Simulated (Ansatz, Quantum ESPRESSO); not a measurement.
# Co (001), hcp: a film clamped to its substrate

A thin film takes the in-plane lattice of its substrate and is free along the normal. How do the free axis and the stress follow the misfit? The strained cell has c along the film normal; unstrained it is a = 2.4504 Å, b = 2.4504 Å, c = 3.9579 Å, α = 90.00°, β = 90.00°, γ = 120.00°, with 2 atoms.

Calculated with Quantum ESPRESSO 7.5, PBEsol, PseudoDojo 0.4.1 norm-conserving potentials, cutoff 1170 eV, Fermi–Dirac smearing 0.05 eV, k-mesh 20×20×11, ferromagnetic start, no spin-orbit coupling.

Relaxed positions at 0 %:

```csv
atom,x,y,z
Co,0.3333,0.6667,0.7500
Co,0.6667,0.3333,0.2500
```

| ε∥ (%) | a (Å) | c (Å) | ε⊥ (%) | σ (GPa, tension positive) |
| --- | --- | --- | --- | --- |
| −3 | 2.3769 | 4.0256 | 1.712 | −19.28 |
| −2 | 2.4014 | 4.0017 | 1.107 | −12.18 |
| 0 | 2.4504 | 3.9562 | −0.041 | 0.17 |
| 1 | 2.4749 | 3.9343 | −0.595 | 5.46 |
| 2 | 2.4994 | 3.9119 | −1.161 | 10.13 |
| 3 | 2.5239 | 3.8892 | −1.734 | 14.19 |

**Question.** Fit both responses and give the free strain and the stress at −1 %, a row left out above.

Least squares with y = y0 + y1 ε + y2 ε² (ε in %) gives ε⊥ = −0.035 + (−0.5717) ε + (0.0026) ε² and σ = 0.18 + (5.578) ε + (−0.302) ε² GPa. The linear terms put the ratio of free to applied strain at −0.572 and the biaxial modulus at 558 GPa.

At −1 % the free strain comes out as 0.539 %. The run itself gives 0.523 %, so the estimate misses by 0.016 %; the fitted rows themselves lie up to 0.012 % off the law.

The stress comes out as −5.70 GPa. The run itself gives −5.72 GPa, so the estimate misses by 0.02 GPa; the fitted rows themselves lie up to 0.01 GPa off the law.

With c as the unique axis, zero normal stress gives ε⊥/ε∥ = −2C13/C33 for relaxed atoms, so 2C13/C33 is about 0.57.

The negative ε² term means that the crystal stiffens in compression and softens in tension.

The same fit over all rows at other levels or in other programs gives the strain ratio = −0.564 with PBEsol (Ansatz), −0.572 with PBEsol (Quantum ESPRESSO, GBRV) and −0.581 with LDA (Quantum ESPRESSO, GBRV).

[Logs are printed without paths, hosts, clocks, repeated set-up lines and the standing remarks that a program may print on its own settings, such as how far it seeks lower states.]
